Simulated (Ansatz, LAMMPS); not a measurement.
**Structural relaxation of ionic liquid EMIM+ FSI- with water, from a frame at 400 K (93 atoms)**

Aim: bring ionic liquid EMIM+ FSI- with water, from a frame at 400 K (93 atoms) to a nearby minimum of the energy and see what moves.

Main program and level: Ansatz 0.2.0; Kohn-Sham DFT, RPBE+D3(BJ), PAW (set soft_2), plane waves.

## Step 1: Set-up

The cell holds 93 atoms: 18 C, 9 N, 39 H, 6 S, 15 O and 6 F. Cell: a = 10.310 Å, b = 10.310 Å, c = 10.310 Å, α = 90.0°, β = 90.0°, γ = 90.0°. 3 EMIM+, 3 FSI-, 3 H2O placed at random, at 1.41 g/cm³; overlaps pushed apart, then 10 ps at 700 K with MMFF94 bonds, angles, torsions, charges and radii (Halgren, J. Comput. Chem. 17, 490 (1996)) in harmonic and 12-6 forms; SPC/E water (Berendsen, Grigera and Straatsma, J. Phys. Chem. 91, 6269 (1987)); charges of ions scaled by 0.8. Snapshot after 30 ps at 400 K and fixed volume.

Before any run, some limits are plain. The network of contacts between molecules at the start is that of the classical potential that made the cell. The density was typed from a rule of thumb and may lie off the real one at this temperature. Only the Γ point is sampled, in a cell whose shortest periodic width is 10 Å.

## Step 2: Single point at the start

A single point comes first, to see the forces before anything moves.

input.yaml reads:

```yaml
crystal:
  lattice:
    - [10.30994, 0.0, 0.0]
    - [0.0, 10.30994, 0.0]
    - [0.0, 0.0, 10.30994]
  atoms:
    - { symbol: C, position: [0.52436, 0.41632, 0.04009] }
    - { symbol: C, position: [0.65575, 0.48879, 0.03377] }
    - { symbol: "N", position: [0.75868, 0.42346, 0.10552] }
    - { symbol: C, position: [0.78879, 0.28835, 0.10259] }
    [... 83 atom lines left out ...]
    - { symbol: O, position: [0.30098, 0.25094, 0.62975] }
    - { symbol: H, position: [0.35308, 0.24657, 0.71144] }
    - { symbol: H, position: [0.2083, 0.26954, 0.65147] }
    - { symbol: O, position: [0.94968, 0.09609, 0.48708] }
    - { symbol: H, position: [0.88694, 0.04461, 0.5402] }
    - { symbol: H, position: [0.00366, 0.03591, 0.43348] }
kpoints:
  mp_grid: { grid: [1, 1, 1] }
hamiltonian:
  xc: rpbe
  dispersion: d3bj
scf:
  occupations: { method: fermi_dirac, width: 0.025 }
output:
  forces: true
  stress: true
  populations: intrinsic
  dos:
    method: { smearing: { sigma: 0.1 } }
    de: 0.1
    projected: { site_lists: { C: [C], F: [F], H: [H], "N": ["N"], O: [O] } }
  eigenvalues: true
```

On the command line:

```bash
$ ansatz run input.yaml --threads 4 --pin off --max-ram 8192MiB --backend cpu --events-out ev --progress --plain --runs-dir out
```

It took 9.5 s on 4 threads of Arm Neoverse V2, shared host; peak memory 1.2 GiB; 36 s of CPU time.

The program notes that the dispersion model switches parameters near this geometry.

Numbers from this run:

```
free energy                                      : -27473.2864 eV
free energy per atom                             : -295.4117 eV/atom
SCF cycles                                       : 10
pressure                                         : 1.866 GPa
r.m.s. force component                           : 1.097 eV/Å
longest force                                    : 4.528 eV/Å
Fermi energy                                     : 1.842 eV
gap (highest filled to lowest empty level) : 4.167 eV
```

The r.m.s. force component of 1.1 eV/Å and the pressure of 1.9 GPa set the starting point.

Length of the force by element:

| element | coordination | atoms | mean length of the force (eV/Å) | spread | least | most |
| --- | --- | --- | --- | --- | --- | --- |
| C | all | 18 | 2.31 | 0.929 | 0.827 | 3.96 |
| F | all | 6 | 1.44 | 0.532 | 0.709 | 2.44 |
| H | all | 39 | 1.23 | 0.618 | 0.312 | 2.74 |
| N | all | 9 | 2.16 | 1.19 | 0.511 | 4.53 |
| O | all | 15 | 1.30 | 0.650 | 0.486 | 2.84 |
| S | all | 6 | 2.76 | 0.792 | 1.58 | 4.13 |

## Step 3: Relaxation

With the cell held, the atoms are moved downhill towards a nearby minimum.

input.yaml, the sections that differ from step 2:

```yaml
output:
  forces: true
relax:
  f_tol: 0.05
  max_steps: 200
# crystal, kpoints, hamiltonian, scf: as in step 2
```

It took 5.3 min on 4 threads; peak memory 1.2 GiB.

Step by step (22 of 68):

| step | energy less that of the first step (eV) | largest force component (eV/Å) |
| --- | --- | --- |
| 1 | 0.0000 | 3.8495 |
| 4 | -5.0497 | 1.5910 |
| 7 | -5.4959 | 0.4862 |
| 11 | -5.6539 | 0.8121 |
| 14 | -5.7245 | 0.4136 |
| 17 | -5.8237 | 0.4120 |
| 20 | -5.8616 | 1.2383 |
| 23 | -5.9102 | 0.4277 |
| 27 | -5.9448 | 0.2194 |
| 30 | -5.9560 | 0.2457 |
| 33 | -5.9740 | 0.1562 |
| 36 | -5.9956 | 0.4968 |
| 39 | -5.9154 | 0.5922 |
| 42 | -6.0593 | 0.1249 |
| 46 | -6.0689 | 0.3455 |
| 49 | -6.0769 | 0.2132 |
| 52 | -6.0860 | 0.2172 |
| 55 | -6.0989 | 0.2408 |
| 58 | -6.1262 | 0.2284 |
| 62 | -6.1485 | 0.1420 |
| 65 | -6.1564 | 0.0969 |
| 68 | -6.1581 | 0.0441 |

Relaxation steps 8, 12, 20, 39, 61 were tried and not accepted.

The atoms that moved most (Å):

| atom | dx | dy | dz | length |
| --- | --- | --- | --- | --- |
| O83 | 1.837 | 0.875 | 0.410 | 2.076 |
| N76 | 1.008 | -1.328 | 0.674 | 1.798 |
| H90 | -0.906 | -1.028 | -0.889 | 1.633 |
| O65 | -0.065 | 1.577 | -0.386 | 1.625 |
| H89 | -1.410 | -0.198 | -0.480 | 1.502 |
| H33 | -0.708 | 0.560 | 1.200 | 1.502 |
| H9 | 0.221 | -0.451 | 1.325 | 1.417 |
| O88 | -0.902 | -0.806 | -0.431 | 1.284 |

The relaxation changed the energy by -66.2 meV/atom, and atoms moved by 0.83 Å r.m.s., 2.1 Å at most.

## Step 4: Distances and neighbours after relaxation

Density 1.41 g/cm³, 11.78 Å³ an atom.

Pair distribution functions g(r), in bins of 0.2 Å:

| r (Å) | total | H-H | H-C | H-O | H-N | H-F | H-S |
| --- | --- | --- | --- | --- | --- | --- | --- |
| 0.90 | 0.64 | 0.00 | 0.00 | 4.71 | 0.00 | 0.00 | 0.00 |
| 1.10 | 2.88 | 0.00 | 17.75 | 0.00 | 0.00 | 0.00 | 0.00 |
| 1.30 | 0.82 | 0.00 | 0.00 | 0.00 | 0.00 | 0.00 | 0.00 |
| 1.50 | 1.29 | 0.74 | 0.00 | 0.00 | 0.00 | 0.00 | 0.00 |
| 1.70 | 0.98 | 3.82 | 0.00 | 0.00 | 0.00 | 0.00 | 0.00 |
| 1.90 | 0.11 | 0.00 | 0.00 | 0.83 | 0.00 | 0.00 | 0.00 |
| 2.10 | 1.04 | 0.00 | 1.99 | 0.32 | 7.46 | 0.00 | 0.00 |
| 2.30 | 0.59 | 0.31 | 0.76 | 0.70 | 0.24 | 0.68 | 0.00 |
| 2.50 | 1.49 | 2.38 | 0.37 | 1.20 | 0.00 | 0.60 | 0.00 |
| 2.70 | 0.59 | 1.11 | 0.43 | 0.92 | 1.15 | 1.27 | 0.00 |
| 2.90 | 0.74 | 0.67 | 1.74 | 1.15 | 0.31 | 1.13 | 0.22 |
| 3.10 | 0.93 | 1.31 | 0.83 | 0.94 | 0.66 | 1.17 | 1.73 |
| 3.30 | 1.04 | 0.73 | 1.72 | 0.89 | 0.93 | 0.69 | 1.54 |
| 3.50 | 1.04 | 1.30 | 1.08 | 1.21 | 0.41 | 0.90 | 0.77 |
| 3.70 | 0.95 | 1.00 | 0.64 | 0.49 | 0.53 | 1.23 | 1.09 |
| 3.90 | 1.00 | 1.03 | 1.04 | 1.30 | 1.14 | 0.74 | 0.99 |
| 4.10 | 1.04 | 0.45 | 1.10 | 1.46 | 1.54 | 1.10 | 1.79 |
| 4.30 | 0.92 | 0.97 | 0.88 | 0.98 | 1.21 | 1.01 | 1.00 |
| 4.50 | 1.13 | 0.82 | 0.86 | 1.22 | 1.52 | 1.94 | 0.83 |
| 4.70 | 0.95 | 0.96 | 0.90 | 0.74 | 1.06 | 1.27 | 1.09 |
| 4.90 | 0.96 | 1.24 | 0.57 | 0.93 | 0.93 | 0.85 | 1.31 |
| 5.10 | 0.92 | 0.88 | 0.98 | 1.00 | 0.67 | 0.86 | 1.43 |

## Step 5: Single point at the relaxed geometry

The electronic structure is read at the final geometry, in a run of its own.

input.yaml reads:

```yaml
crystal:
  lattice:
    - [10.30994, 0.0, 0.0]
    - [0.0, 10.30994, 0.0]
    - [0.0, 0.0, 10.30994]
  atoms:
    - { symbol: C, position: [0.54413, 0.39906, 0.09296] }
    - { symbol: C, position: [0.66954, 0.44659, 0.03142] }
    - { symbol: "N", position: [0.78355, 0.39929, 0.10277] }
    - { symbol: C, position: [0.82283, 0.27067, 0.11009] }
    [... 83 atom lines left out ...]
    - { symbol: O, position: [0.21351, 0.1728, 0.58794] }
    - { symbol: H, position: [0.21635, 0.22741, 0.66492] }
    - { symbol: H, position: [0.12044, 0.16984, 0.56523] }
    - { symbol: O, position: [0.95412, 0.1501, 0.50086] }
    - { symbol: H, position: [0.89599, 0.13228, 0.57434] }
    - { symbol: H, position: [0.94187, 0.07332, 0.44653] }
kpoints:
  mp_grid: { grid: [1, 1, 1] }
hamiltonian:
  xc: rpbe
  dispersion: d3bj
scf:
  occupations: { method: fermi_dirac, width: 0.025 }
output:
  forces: true
  stress: true
  populations: intrinsic
  dos:
    method: { smearing: { sigma: 0.15 } }
    de: 0.1
    projected: { site_lists: { C: [C], F: [F], H: [H], "N": ["N"], O: [O] } }
  eigenvalues: true
  write_density: true
  write_potential: true
  volumetric_format: npy
```

Elapsed: 10 s, on 4 threads; peak memory 1.2 GiB.

The program notes that the exchange-correlation potential is rough where the density is thin.

Numbers from this run:

```yaml
free_energy: -27479.4445 eV
free_energy_per_atom: -295.4779 eV/atom
scf_cycles: 10
pressure: -0.04003 GPa
r_m_s_force_component: 0.00913 eV/Å
longest_force: 0.0442 eV/Å
fermi_energy: 1.858 eV
spacing_of_highest_filled_and_lowest_empty_level: 4.749 eV
```

Intrinsic-atomic-orbital charges by element:

| element | coordination | atoms | mean charge (e) | spread | least | most |
| --- | --- | --- | --- | --- | --- | --- |
| C | all | 18 | -0.230 | 0.186 | -0.522 | 0.0252 |
| F | all | 6 | -0.498 | 0.0049 | -0.503 | -0.489 |
| H | all | 39 | 0.234 | 0.0679 | 0.162 | 0.402 |
| N | all | 9 | -0.354 | 0.500 | -1.07 | 0.0061 |
| O | all | 15 | -0.853 | 0.0297 | -0.881 | -0.783 |
| S | all | 6 | 2.33 | 0.0051 | 2.32 | 2.34 |

Density of states as counts of states in windows of 1 eV (from the Fermi level), total and the larger projections:

| from (eV) | to (eV) | total | O p | C p | H s | N p | F p |
| --- | --- | --- | --- | --- | --- | --- | --- |
| -10 | -9 | 13.0 | 2.9 | 2.7 | 2.0 | 1.0 | 1.0 |
| -9 | -8 | 25.4 | 8.3 | 3.9 | 2.2 | 3.5 | 2.1 |
| -8 | -7 | 31.9 | 3.5 | 12.0 | 5.3 | 4.5 | 2.9 |
| -7 | -6 | 35.3 | 5.6 | 7.9 | 3.1 | 2.4 | 14.2 |
| -6 | -5 | 34.2 | 10.9 | 9.8 | 4.7 | 2.3 | 4.0 |
| -5 | -4 | 26.2 | 14.9 | 3.5 | 2.5 | 2.2 | 1.6 |
| -4 | -3 | 29.0 | 18.2 | 1.9 | 0.8 | 5.5 | 1.6 |
| -3 | -2 | 16.1 | 6.4 | 5.5 | 0.1 | 3.5 | 0.3 |
| -2 | 2 | 0.0 | 0.0 | 0.0 | 0.0 | 0.0 | 0.0 |
| 2 | 3 | 8.0 | 0.2 | 3.6 | 0.7 | 2.2 | 0.1 |
| 3 | 4 | 17.3 | 2.1 | 4.4 | 0.9 | 1.0 | 1.4 |
| 4 | 5 | 16.6 | 1.9 | 1.2 | 2.7 | 0.8 | 0.3 |

Between -26 and -10 eV lie 101 more states.

Not all projections were asked for or kept, so they needn't add up to the total.

The levels nearest the highest filled one (over half full), pooled over k-points and spins:

| level less the highest filled one (eV) | occupation |
| --- | --- |
| -0.412 | 2 |
| -0.264 | 2 |
| -0.232 | 2 |
| -0.183 | 2 |
| -0.0606 | 2 |
| 0 | 2 |
| 4.75 | 0 |
| 4.97 | 0 |
| 5.00 | 0 |
| 5.22 | 0 |
| 5.52 | 0 |
| 5.63 | 0 |

Mean intrinsic-atomic-orbital charges: C -0.23, F -0.50, H +0.23, N -0.35, O -0.85, S +2.33 e.

## Step 6: What came out

| Item | Value |
| --- | --- |
| energy change in the relaxation | -66.22 meV/atom |
| r.m.s. displacement | 0.834 Å |
| largest displacement | 2.076 Å |
| free energy per atom | -295.4779 eV/atom |
| pressure | -0.04003 GPa |
| r.m.s. force component | 0.00913 eV/Å |
| gap (highest filled to lowest empty level) | 4.749 eV |
| wall time of the 3 DFT runs | 5.6 min |

In words: Relaxation lowers the energy by 66.2 meV/atom and moves atoms by 0.83 Å r.m.s.; the r.m.s. force component goes from 1.1 to 0.0091 eV/Å, the pressure goes from 1.9 to -0.040 GPa, and the gap from 4.17 to 4.75 eV. From the first step to the last the energy fell by 6.158 eV, and the largest move was 2.08 Å (O83). Between filled and empty levels lie 4.75 eV (at Γ alone); a semilocal functional tends to put such gaps too low. In a disordered cell it changes from sample to sample and from frame to frame.

Caveats: The network of contacts between molecules at the start is that of the classical potential that made the cell; in DFT atoms moved by 0.83 Å r.m.s. The program warns that the dispersion model switches its C6 values near this geometry, which can put artefacts into forces and pressure.

[Logs are printed without paths, hosts, clocks, repeated set-up lines and the standing remarks that a program may print on its own settings, such as how far it seeks lower states.]

[Hosts, paths, dates, database ids (printed as entryN), source tags and the programs' standing remarks are cut or masked in the printed files.]

[The MMFF94 radii named for the starting cell were scaled by 0.96; in molecules described by MMFF94, hydrogen bound to N, O or S took a small fixed 12-6 site in their place.]
